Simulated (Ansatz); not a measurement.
## Cs2SrSi2, from a guessed structure to a relaxed one

Starting from a made-up structure for Cs2SrSi2, the aim is the relaxed cell, its shortest contacts and, where a second run follows, its electronic structure.

Program: Ansatz 0.2.0. Level of theory: DFT, PBEsol, plane-wave PAW, default files, scalar-relativistic, no spin, cell and ions relaxed at zero pressure, in the first sound run; inputs show where later runs differ. Results are calculated unless marked as measured.

## (1) The structure

It takes space group I4/mmm (No. 139, tetragonal). The conventional cell has a = 5.679 Å, b = 5.679 Å, c = 13.559 Å, α = 90.00°, β = 90.00°, γ = 90.00°. Cs has 4 Si at 3.38 Å and 4 Cs at 4.02 Å and 4 Sr at 4.42 Å nearest. Nearest to Sr lie 8 Si at 4.31 Å and 8 Cs at 4.42 Å. Si has 1 Si at 3.13 Å and 4 Cs at 3.38 Å nearest. Farther neighbours are not listed.

## (2) Relaxation of the guess

The guessed cell has no reason to be at equilibrium. It is relaxed with the atoms, within the space group of the guess.

input.yaml

```yaml
crystal:
  lattice:
    - [-2.8395, 2.8395, 6.7795]
    - [2.8395, -2.8395, 6.7795]
    - [2.8395, 2.8395, -6.7795]
  atoms:
    - { symbol: Cs, position: [0.25, 0.75, 0.5] }
    - { symbol: Cs, position: [0.75, 0.25, 0.5] }
    - { symbol: Sr, position: [0.0, 0.0, 0.0] }
    - { symbol: Si, position: [0.6153, 0.6153, 0.0] }
    - { symbol: Si, position: [0.3847, 0.3847, 0.0] }
kpoints:
  mp_grid: { grid: [7, 7, 7] }
scf:
  occupations: { method: fermi_dirac, width: 0.05 }
hamiltonian:
  xc: pbesol
  pseudopotentials: { kind: paw }
relax:
  f_tol: 0.015
  max_steps: 70
  cell: {}
output:
  forces: true
  stress: true
```

Launch:

```
$ ansatz run input.yaml --threads 4 --pin off --max-ram 8192MiB --backend cpu --events-out ev --progress --plain --runs-dir out
```

Numbers of over 12 decimals in the logs are rounded to 6 here.

The log of the run:

```text
Engine: ansatz 0.2.0, aarch64-unknown-linux-gnu
Pseudopotentials: kind: paw
Pseudopotential: Cs, paw, valence charge 9, recommended cutoff 420 eV (normal), Cs.paw.azcp
Pseudopotential: Sr, paw, valence charge 10, recommended cutoff 420 eV (normal), Sr.paw.azcp
Pseudopotential: Si, paw, valence charge 4, recommended cutoff 420 eV (normal), Si.paw.azcp
Functional definition: PBEsol
  exchange = pbesol_x
  correlation = pbesol_c
Crystal: 5 atoms, lattice volume = 218.646 Å³
Basis set: ecut = 420 eV, 4271 PW (Γ), exchange–correlation on 108×108×108 points (8 copies of the dense FFT grid, shifted against one another)
Bands: 23, of which v1, the nominal top of the filled ones, is band 18 counted from 1 (17 counted from 0)
Symmetry: 16 space group operations
Space group: I4/mmm (ITA 139), of the structure as read, at distance tolerance 6.0e-5 Å
k-points: 40 of 343
Non-local potential: Cs, projectors of the file, l = 0: 3, l = 1: 2, l = 2: 2, l = 3: 2
Non-local potential: Sr, projectors of the file, l = 0: 3, l = 1: 2, l = 2: 2
Non-local potential: Si, projectors of the file, l = 0: 2, l = 1: 2, l = 2: 2
PAW form: soft (Blöchl's): semilocal exchange-correlation on the pseudo side does not see the compensation charge
PAW frozen core: Cs, regenerated for the run's functional, and the local potential with it (the file was generated under x = pbe(κ = 0.804, μ = 0.219515), c = pbe(β = 0.066725))
PAW frozen core: Sr, regenerated for the run's functional, and the local potential with it (the file was generated under x = pbe(κ = 0.804, μ = 0.219515), c = pbe(β = 0.066725))
PAW frozen core: Si, regenerated for the run's functional, and the local potential with it (the file was generated under x = pbe(κ = 0.804, μ = 0.219515), c = pbe(β = 0.066725))
PAW one-centre angular grid: Cs, 194 points (default); XC on 64 Gauss nodes
PAW one-centre angular grid: Sr, 110 points (default); XC on 64 Gauss nodes
PAW one-centre angular grid: Si, 110 points (default); XC on 64 Gauss nodes
Initial density: superposition of atomic densities (neutral atoms: chi_scale 0, normalization atom), corrected by the library's trained network
Initial wavefunctions: pseudopotential atomic-orbital guess
Functional: x = pbesol(κ = 0.804, μ = 0.123457), c = pbesol(β = 0.046)
SCF iter   1: F=—  HF=-15903.362237 eV  |F-HF|=—  |Δ(HF+E_count)|=         —  Δρ=2.75e-3  dr2=5.44e-2  ethr=1.77e-3  ⟨swp⟩=10.4  Hψ=5626  notcnv=0
preconditioner: auto → Kerker (q_TF=auto, 2.020 Å⁻¹)  [metal: Δε(μ)=0.005 eV  Ē_g=7.114 eV  σ=0.050 eV  W_gap=0.03  n_scr=32 (ndim 8)  ℏωp=12.3 eV  f_vac=0.000  D(μ)=6.10/eV (n_scr^D=36)]
SCF iter   2: F=—  HF=-15903.356685 eV  |F-HF|=—  |Δ(HF+E_count)|=   5.55e-3  Δρ=1.53e-3  dr2=1.44e-2  ethr=1.51e-4  ⟨swp⟩=1.6  Hψ=1339  notcnv=0
SCF iter   3: F=—  HF=-15903.355842 eV  |F-HF|=—  |Δ(HF+E_count)|=   8.43e-4  Δρ=4.50e-4  dr2=1.01e-3  ethr=4.00e-5  ⟨swp⟩=2.0  Hψ=1273  notcnv=0
SCF iter   4: F=—  HF=-15903.356009 eV  |F-HF|=—  |Δ(HF+E_count)|=   1.67e-4  Δρ=1.49e-4  dr2=8.73e-5  ethr=2.81e-6  ⟨swp⟩=2.1  Hψ=1576  notcnv=0
SCF iter   5: F=—  HF=-15903.356113 eV  |F-HF|=—  |Δ(HF+E_count)|=   1.04e-4  Δρ=4.46e-5  dr2=1.66e-5  ethr=2.42e-7  ⟨swp⟩=2.7  Hψ=1699  notcnv=0
SCF iter   6: F=—  HF=-15903.356112 eV  |F-HF|=—  |Δ(HF+E_count)|=   4.07e-7  Δρ=1.59e-5  dr2=1.90e-6  ethr=4.60e-8  ⟨swp⟩=2.0  Hψ=1061  notcnv=0
SCF iter   7: F=—  HF=-15903.356112 eV  |F-HF|=—  |Δ(HF+E_count)|=   5.26e-8  Δρ=5.60e-6  dr2=2.18e-7  ethr=5.28e-9  ⟨swp⟩=2.2  Hψ=1228  notcnv=0
SCF iter   8: F=-15903.356112 eV  HF=-15903.356112 eV  |F-HF|=8.57e-9  |Δ(HF+E_count)|=   2.76e-8  Δρ=1.45e-6  dr2=1.51e-8  ethr=2.78e-10  ⟨swp⟩=5.0  Hψ=3757  notcnv=0
SCF 1 converged in 8 iterations: F = -15903.356112 eV  dr2 = 1.51e-8
  greatest PAW one-centre occupation: 0.987 electrons in one spin orbital (limit 2), on the Sr atom at site 2 (counted from 0), in its partial waves of l = 0
relax step   1: F+E_penalty+E_count = -15903.35611235 eV  Δ(F+E_penalty+E_count) = +0.000e0 eV  max|allowed force component| = 2.431e0 eV/Å  Δτ_max = 0.0000 Å  P = -1.414 GPa  Ω = 218.646 Å³  (8 SCF iters, dr2 threshold 1.00e-7 eV, accepted)
Crystal: 5 atoms, lattice volume = 214.793 Å³
Basis set: ecut = 420 eV, 4191 PW (Γ), exchange–correlation on 108×108×108 points (8 copies of the dense FFT grid, shifted against one another)
Initial density: handed on by an earlier stage of this run
Initial wavefunctions: those handed on with the density
iter 1 solved again at ethr=1.00e-4 eV; its pass at ethr=3.10e-3 eV (dr2=3.60e-2 eV) is discarded
SCF iter   1: F=—  HF=-15904.378882 eV  |F-HF|=—  |Δ(HF+E_count)|=         —  Δρ=3.31e-3  dr2=3.88e-2  ethr=1.00e-4  ⟨swp⟩=1.3  Hψ=6274  notcnv=0
preconditioner: auto → Kerker (q_TF=auto, 2.026 Å⁻¹)  [metal: Δε(μ)=0.015 eV  Ē_g=7.267 eV  σ=0.050 eV  W_gap=0.08  n_scr=32 (ndim 8)  ℏωp=12.4 eV  f_vac=0.000  D(μ)=5.99/eV (n_scr^D=36)]
SCF iter   2: F=—  HF=-15904.371775 eV  |F-HF|=—  |Δ(HF+E_count)|=   7.11e-3  Δρ=1.97e-3  dr2=1.33e-2  ethr=1.00e-4  ⟨swp⟩=1.4  Hψ=944  notcnv=0
SCF iter   3: F=—  HF=-15904.368652 eV  |F-HF|=—  |Δ(HF+E_count)|=   3.12e-3  Δρ=3.48e-4  dr2=1.04e-3  ethr=3.69e-5  ⟨swp⟩=2.0  Hψ=1183  notcnv=0
SCF iter   4: F=—  HF=-15904.368483 eV  |F-HF|=—  |Δ(HF+E_count)|=   1.70e-4  Δρ=1.27e-4  dr2=1.20e-4  ethr=2.88e-6  ⟨swp⟩=2.0  Hψ=1663  notcnv=0
SCF iter   5: F=—  HF=-15904.368550 eV  |F-HF|=—  |Δ(HF+E_count)|=   6.74e-5  Δρ=3.18e-5  dr2=7.33e-6  ethr=3.34e-7  ⟨swp⟩=2.0  Hψ=1121  notcnv=0
SCF iter   6: F=-15904.368549 eV  HF=-15904.368549 eV  |F-HF|=1.83e-9  |Δ(HF+E_count)|=   1.46e-6  Δρ=7.74e-6  dr2=2.10e-7  ethr=1.39e-9  ⟨swp⟩=4.0  Hψ=4653  notcnv=0
SCF 2 converged in 6 iterations: F = -15904.368549 eV  dr2 = 2.10e-7
relax step   2: F+E_penalty+E_count = -15904.36854860 eV  Δ(F+E_penalty+E_count) = -1.012e0 eV  max|allowed force component| = 2.489e0 eV/Å  Δτ_max = 0.1950 Å  P = -1.826 GPa  Ω = 214.793 Å³  energy of the carried Pulay correction = +1.080e-4 eV  (6 SCF iters, dr2 threshold 5.00e-7 eV, accepted)
Crystal: 5 atoms, lattice volume = 211.258 Å³
Basis set: ecut = 420 eV, 4119 PW (Γ), exchange–correlation on 108×108×108 points (8 copies of the dense FFT grid, shifted against one another)
iter 1 solved again at ethr=3.33e-4 eV; its pass at ethr=3.10e-3 eV (dr2=1.20e-1 eV) is discarded
SCF iter   1: F=—  HF=-15905.250920 eV  |F-HF|=—  |Δ(HF+E_count)|=         —  Δρ=6.20e-3  dr2=1.34e-1  ethr=3.33e-4  ⟨swp⟩=1.2  Hψ=6389  notcnv=0
[...]
SCF iter   7: F=-15905.209378 eV  HF=-15905.209379 eV  |F-HF|=1.50e-7  |Δ(HF+E_count)|=   1.76e-7  Δρ=4.72e-6  dr2=2.68e-7  ethr=1.14e-9  ⟨swp⟩=4.9  Hψ=3534  notcnv=0
SCF 3 converged in 7 iterations: F = -15905.209378 eV  dr2 = 2.68e-7
relax step   3: F+E_penalty+E_count = -15905.20937835 eV  Δ(F+E_penalty+E_count) = -8.408e-1 eV  max|allowed force component| = 1.241e0 eV/Å  Δτ_max = 0.1952 Å  P = -1.121 GPa  Ω = 211.258 Å³  energy of the carried Pulay correction = +2.088e-4 eV  (7 SCF iters, dr2 threshold 5.00e-7 eV, accepted)
[... from here on, the SCF cycles and remarks between the steps are left out ...]
relax step   4: F+E_penalty+E_count = -15904.99603040 eV  Δ(F+E_penalty+E_count) = +2.133e-1 eV  max|allowed force component| = 4.778e0 eV/Å  Δτ_max = 0.1972 Å  P = +1.808 GPa  Ω = 205.669 Å³  energy of the carried Pulay correction = +3.717e-4 eV  (7 SCF iters, dr2 threshold 5.00e-7 eV, rejected (line search))
relax step   5: F+E_penalty+E_count = -15905.43809162 eV  Δ(F+E_penalty+E_count) = -2.287e-1 eV  max|allowed force component| = 6.348e-1 eV/Å  Δτ_max = 0.0559 Å  P = -0.878 GPa  Ω = 206.546 Å³  energy of the carried Pulay correction = +3.459e-4 eV  (11 SCF iters, accepted)
relax step   6: F+E_penalty+E_count = -15905.64331664 eV  Δ(F+E_penalty+E_count) = -2.052e-1 eV  max|allowed force component| = 1.188e-1 eV/Å  Δτ_max = 0.0528 Å  P = -0.531 GPa  Ω = 200.914 Å³  energy of the carried Pulay correction = +5.137e-4 eV  (6 SCF iters, dr2 threshold 5.00e-7 eV, accepted)
relax step   7: F+E_penalty+E_count = -15905.92002963 eV  Δ(F+E_penalty+E_count) = -2.767e-1 eV  max|allowed force component| = 2.573e-1 eV/Å  Δτ_max = 0.0343 Å  P = -0.384 GPa  Ω = 191.776 Å³  energy of the carried Pulay correction = +7.958e-4 eV  (6 SCF iters, dr2 threshold 5.00e-7 eV, accepted)
relax step   8: F+E_penalty+E_count = -15906.16947293 eV  Δ(F+E_penalty+E_count) = -2.494e-1 eV  max|allowed force component| = 1.373e-2 eV/Å  Δτ_max = 0.0277 Å  P = +0.237 GPa  Ω = 178.652 Å³  energy of the carried Pulay correction = +1.224e-3 eV  (6 SCF iters, dr2 threshold 5.00e-7 eV, accepted)
relax step   9: F+E_penalty+E_count = -15906.18939355 eV  Δ(F+E_penalty+E_count) = -1.992e-2 eV  max|allowed force component| = 1.152e-1 eV/Å  Δτ_max = 0.0378 Å  P = +0.381 GPa  Ω = 176.910 Å³  energy of the carried Pulay correction = +1.283e-3 eV  (5 SCF iters, dr2 threshold 5.00e-7 eV, accepted)
relax step  10: F+E_penalty+E_count = -15906.19853419 eV  Δ(F+E_penalty+E_count) = -9.141e-3 eV  max|allowed force component| = 9.604e-4 eV/Å  Δτ_max = 0.0113 Å  P = -0.102 GPa  Ω = 180.443 Å³  energy of the carried Pulay correction = +1.164e-3 eV  (5 SCF iters, dr2 threshold 5.00e-7 eV, accepted)
relax step  11: F+E_penalty+E_count = -15906.19885609 eV  Δ(F+E_penalty+E_count) = -3.219e-4 eV  max|allowed force component| = 1.224e-3 eV/Å  Δτ_max = 0.0003 Å  P = -0.003 GPa  Ω = 179.624 Å³  energy of the carried Pulay correction = +1.191e-3 eV  (5 SCF iters, dr2 threshold 3.41e-8 eV, accepted)
relax step  12: F+E_penalty+E_count = -15906.20151569 eV  Δ(F+E_penalty+E_count) = -2.660e-3 eV  max|allowed force component| = 7.980e-3 eV/Å  Δτ_max = 0.0000 Å  P = +0.015 GPa  Ω = 179.624 Å³  stress off target by 5.84e-2 GPa  SCF on the basis re-selected at this cell (its energy is not comparable with the rows above)  (6 SCF iters)
relax step  13: F+E_penalty+E_count = -15906.20153760 eV  Δ(F+E_penalty+E_count) = -2.192e-5 eV  max|allowed force component| = 9.215e-4 eV/Å  Δτ_max = 0.0004 Å  P = +0.002 GPa  Ω = 179.690 Å³  energy of the carried Pulay correction = -3.322e-6 eV  (5 SCF iters, dr2 threshold 8.54e-9 eV, accepted)
iter 1 solved again at ethr=3.47e-7 eV; its pass at ethr=3.10e-3 eV (dr2=1.25e-4 eV) is discarded
SCF iter   1: F=—  HF=-15906.201438 eV  |F-HF|=—  |Δ(HF+E_count)|=         —  Δρ=1.62e-6  dr2=3.77e-9  ethr=3.47e-7  ⟨swp⟩=3.6  Hψ=8992  notcnv=0
eigensolver tolerance schedule: the retry pair's looser diagonalisation over-reported the residual by 33170.27 of it (diagonalisation noise at an unbounded share of the residual, at the tolerance the schedule requests for it); recorded, not acted on — ethr = c·dr2/N_el stays at c = 1.0e-1
SCF iter   2: F=—  HF=-15906.201540 eV  |F-HF|=—  |Δ(HF+E_count)|=   1.02e-4  Δρ=9.00e-7  dr2=1.85e-9  ethr=1.05e-11  ⟨swp⟩=4.3  Hψ=3121  notcnv=0
SCF iter   3: F=—  HF=-15906.201540 eV  |F-HF|=—  |Δ(HF+E_count)|=  2.07e-10  Δρ=6.42e-7  dr2=1.24e-9  ethr=5.14e-12  ⟨swp⟩=1.0  Hψ=920  notcnv=0
SCF iter   4: F=—  HF=-15906.201540 eV  |F-HF|=—  |Δ(HF+E_count)|=  2.64e-10  Δρ=4.76e-7  dr2=3.19e-10  ethr=3.45e-12  ⟨swp⟩=2.0  Hψ=1654  notcnv=0
SCF iter   5: F=—  HF=-15906.201540 eV  |F-HF|=—  |Δ(HF+E_count)|=  7.46e-11  Δρ=2.52e-7  dr2=8.31e-11  ethr=1.00e-12  ⟨swp⟩=1.9  Hψ=1000  notcnv=0
SCF iter   6: F=-15906.201540 eV  HF=-15906.201540 eV  |F-HF|=7.28e-12  |Δ(HF+E_count)|=  1.82e-11  Δρ=1.08e-7  dr2=1.72e-11  ethr=1.00e-12  ⟨swp⟩=5.0  Hψ=3662  notcnv=0
SCF 14 converged in 6 iterations: F = -15906.201540 eV  dr2 = 1.72e-11
relax step  14: F+E_penalty+E_count = -15906.20154005 eV  Δ(F+E_penalty+E_count) = -2.450e-6 eV  max|allowed force component| = 9.171e-4 eV/Å  Δτ_max = 0.0000 Å  P = +0.002 GPa  Ω = 179.690 Å³  stress off target by 6.04e-3 GPa  SCF on the basis re-selected at this cell (its energy is not comparable with the rows above)  (6 SCF iters)
basis re-selected at this cell: Δ(F+E_penalty+E_count) = -2.450e-6 eV, ΔP = +0.000 GPa vs the last step (what re-selecting the basis moved, of the pressure what is left beyond the Pulay correction that the steps carried, after the strain that the cell walked since its last selection, with what the two solves' SCF thresholds leave and, on support functions, any second-order correction that the steps lacked; it is no m [...]
SCF converged after 6 iterations
Free energy (F): -15906.201540 eV
Harris-Foulkes:  -15906.201540 eV  (|F-HF|=7.28e-12)
Internal energy: -15906.176161 eV  (E = F + TS)
E sigma→0 (E₀):  -15906.188850 eV
Entropy (-TS):   -0.025379 eV (-5.076 meV/atom)
Fermi energy:    6.696128 eV
--- Per-component energies (eV) ---
  E_band       = -191.417060
  E_kinetic    = 607.622833
  E_local      = -1214.335642  (includes V_loc(G=0)·N_el)
  E_nonlocal   = 317.745154
  E_hartree    = 346.455644
  E_xc         = -625.303991
  E_vxc        = -506.148499  (∫ρ·V_xc dr)
  E_paw        = -13608.624280  (= ΣΔE_a)
  E_vpaw       = -89.212201  (= ΣTr[D̂ρ^β])
  E_aug_tail   = 0.000010  (compensation charges beyond the density's cutoff)
  E_ewald      = -1730.221679
  E_core_change = 0.485789  (= ΣΔE_core)
  E_smearing   = -0.025379  (= −TS)
  E_closure    = -0.000000  (closes the sum)
  Σ components = -15906.201540   (vs F -15906.201540, Δ=0.00e0)
--- Forces (eV/Å), atoms counted from 1 ---
  atom   1  Cs     0.00000000    -0.00000000     0.00000000
  atom   2  Cs     0.00000000     0.00000000     0.00000000
  atom   3  Sr     0.00000000     0.00000000    -0.00000000
  atom   4  Si     0.00000000    -0.00000000     0.00091709
  atom   5  Si     0.00000000     0.00000000    -0.00091709
  max |Σ_I F_I| component: 8.67e-19 eV/Å
--- Stress (GPa, compression-positive) ---
       -0.000700       0.000000       0.000000
        0.000000      -0.000700      -0.000000
        0.000000      -0.000000       0.006036
  P = ⅓ Tr σ = 0.0015 GPa (0.015 kbar)
--- Relaxed structure (12 steps of the walk, 11 accepted, 2 SCFs on fresh bases) ---
  F+E_penalty+E_count = -15906.20154005 eV   max|allowed force component| = 9.171e-4 eV/Å   (the final SCF, on the basis selected at the relaxed cell)
  cell:  # Å, volume = 179.6897 Å³
    - [-2.400045, 2.400045, 7.798736]
    - [2.400045, -2.400045, 7.798736]
    - [2.400045, 2.400045, -7.798736]
  atoms:
    - { symbol: Cs, position: [0.25, 0.75, 0.5] }
    - { symbol: Cs, position: [0.75, 0.25, 0.5] }
    - { symbol: Sr, position: [1.5352667388245195e-19, 1.5352667388245215e-19, 0] }
    - { symbol: Si, position: [0.571976, 0.571976, 0] }
    - { symbol: Si, position: [0.428024, 0.428024, 0] }
```

Elapsed: 43 s, on 4 threads of Arm Neoverse V1, shared host; peak memory 0.7 GiB; 2.7 min of CPU time.

Step by step:

| step | energy less that of the first step (eV) | largest force component (eV/Å) | pressure (GPa) | volume (Å³) |
| --- | --- | --- | --- | --- |
| 1 | 0.0000 | 2.4311 | -1.41 | 218.65 |
| 2 | -1.0124 | 2.4891 | -1.83 | 214.79 |
| 3 | -1.8533 | 1.2414 | -1.12 | 211.26 |
| 4 | -1.6399 | 4.7782 | 1.81 | 205.67 |
| 5 | -2.0820 | 0.6348 | -0.88 | 206.55 |
| 6 | -2.2872 | 0.1188 | -0.53 | 200.91 |
| 7 | -2.5639 | 0.2573 | -0.38 | 191.78 |
| 8 | -2.8134 | 0.0137 | 0.24 | 178.65 |
| 9 | -2.8333 | 0.1152 | 0.38 | 176.91 |
| 10 | -2.8424 | 0.0010 | -0.10 | 180.44 |
| 11 | -2.8427 | 0.0012 | 0.00 | 179.62 |
| 12* | -2.8454 | 0.0080 | 0.02 | 179.62 |
| 13 | -2.8454 | 0.0009 | 0.00 | 179.69 |
| 14* | -2.8454 | 0.0009 | 0.00 | 179.69 |

Relaxation steps marked * repeat the geometry before them on a plane-wave basis chosen anew for their cell, so energy and pressure can jump there. Relaxation step 4 was tried and not accepted.

The run keeps the 16 symmetry operations that it works with, so distortions that break them were not tested.

| cell as run | before | after | change |
| --- | --- | --- | --- |
| a (Å) | 7.880 | 8.505 | +7.9 % |
| b (Å) | 7.880 | 8.505 | +7.9 % |
| c (Å) | 7.880 | 8.505 | +7.9 % |
| α (°) | 137.75 | 147.22 | +6.9 % |
| β (°) | 137.75 | 147.22 | +6.9 % |
| γ (°) | 61.28 | 47.04 | -23.2 % |
| volume (Å³/atom) | 43.73 | 35.94 | -17.8 % |

The atoms that moved most (Å, as changes of fractional coordinates times the final cell):

| atom | dx | dy | dz | length |
| --- | --- | --- | --- | --- |
| Si4 | 0.000 | 0.000 | -0.676 | 0.676 |
| Si5 | 0.000 | 0.000 | 0.676 | 0.676 |

This step gave:

```yaml
free_energy: -15906.2015 eV
energy_at_zero_smearing: -15906.1889 eV
smearing_term_ts: 0.02538 eV
fermi_energy: 6.696 eV
electrons: 36
symmetry_operations: 16
pressure: 0.001545 GPa
```

Shortest distances by pair of elements, guess and relaxed (not always the same contact):

| pair | guess (Å) | relaxed (Å) |
| --- | --- | --- |
| Si–Si | 3.127 | 2.245 |
| Cs–Cs | 4.016 | 3.394 |
| Si–Sr | 4.309 | 3.575 |
| Cs–Si | 3.376 | 3.670 |
| Cs–Sr | 4.422 | 4.579 |

The relaxation ends with a largest force component of 9.2e-4 eV/Å and a pressure of 0.00 GPa.

(Part 1 of 2 ends here.)

[Logs are printed without paths, hosts, clocks, repeated set-up lines and the standing remarks that a program may print on its own settings, such as how far it seeks lower states.]

[Hosts, paths, dates, database ids (printed as entryN), source tags and the programs' standing remarks are cut or masked in the printed files.]
